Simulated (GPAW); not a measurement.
A computed Ti K-edge spectrum of one site in a crystal of Ba, O and Ti, with its zero at a photon energy of about 4948.4 eV (raw 4971.0 eV, less 22.7 eV of added terms; LDA puts this hole about 13 eV below PBE, itself good to a few eV). Method: GPAW, LDA, full core hole (charged cell) in a small cell, dipole transitions, broadening that rises with energy.

Energy from the lowest empty level; intensity scaled to a mean of 1 over the first 20 eV:

```csv
E (eV),intensity
-2.0,0.00
-1.5,0.00
-1.0,0.00
-0.5,0.01
0.0,0.03
0.5,0.02
1.0,0.02
1.5,0.15
2.0,0.45
2.5,0.48
3.0,0.29
3.5,0.09
4.0,0.06
4.5,0.32
5.0,0.65
5.5,0.55
6.0,0.25
6.5,0.15
7.0,0.18
7.5,0.20
8.0,0.19
8.5,0.17
9.0,0.15
9.5,0.15
10.0,0.17
10.5,0.22
11.0,0.37
11.5,0.70
12.0,1.26
12.5,1.88
13.0,2.33
13.5,2.49
14.0,2.46
14.5,2.35
15.0,2.23
15.5,2.11
16.0,2.00
16.5,1.90
17.0,1.86
17.5,1.88
18.0,1.95
18.5,2.05
19.0,2.11
19.5,2.11
20.0,2.04
20.5,1.92
21.0,1.79
21.5,1.70
22.0,1.67
22.5,1.69
23.0,1.74
23.5,1.80
24.0,1.86
24.5,1.92
25.0,1.96
25.5,1.99
26.0,2.00
26.5,1.98
27.0,1.92
27.5,1.83
28.0,1.71
28.5,1.58
29.0,1.44
29.5,1.32
30.0,1.23
30.5,1.18
31.0,1.15
31.5,1.13
32.0,1.12
```

Question: What surroundings does the absorber have?

A K edge sees empty p states. The weak features of the first eV are p character mixed into the empty d bands; the main 4p edge lies above them. It is atom 2 of BaTiO3 (R3m), with 3 O at 1.87 Å and 3 O at 2.14 Å (distorted octahedral, site symmetry 3m); the mean formal oxidation state of Ti is 4. Its main maxima below 30 eV lie at 2.3 eV (0.51), 5.1 eV (0.67), 7.5 eV (0.20), 13.6 eV (2.50), 19.3 eV (2.12) and 25.9 eV (2.00). A near-edge spectrum doesn't fix the structure by itself; it is matched against candidates. Quadrupole 1s→3d transitions, which feed the pre-edge, are not in the dipole spectrum. The holes are only 5.7 Å apart, so the shape is probably not converged with cell size; no larger cell was run here. The mesh is coarse (0.27 Å⁻¹ between points), so small maxima may be mesh ripples. Lifetime broadening is put in by hand, and intensities beyond about 20 eV depend on it and on the partial waves. The structure is a published determination, not relaxed.

[Banner, clock and machine lines of the logs are left out without a mark of their own.]

[Logs are printed without paths, hosts, clocks, repeated set-up lines and the standing remarks that a program may print on its own settings, such as how far it seeks lower states.]

[Hosts, paths, dates, database ids (printed as entryN), source tags and the programs' standing remarks are cut or masked in the printed files.]

[Lists of maxima count a maximum above −3 eV only where it reaches 4 % of the highest in the window and stands out from its surroundings by 2 % of it (1.5 % where it reaches 55 %); shoulders and weaker maxima are passed over, and of the rest the first, up to two pre-edge ones and the few strongest are named.]
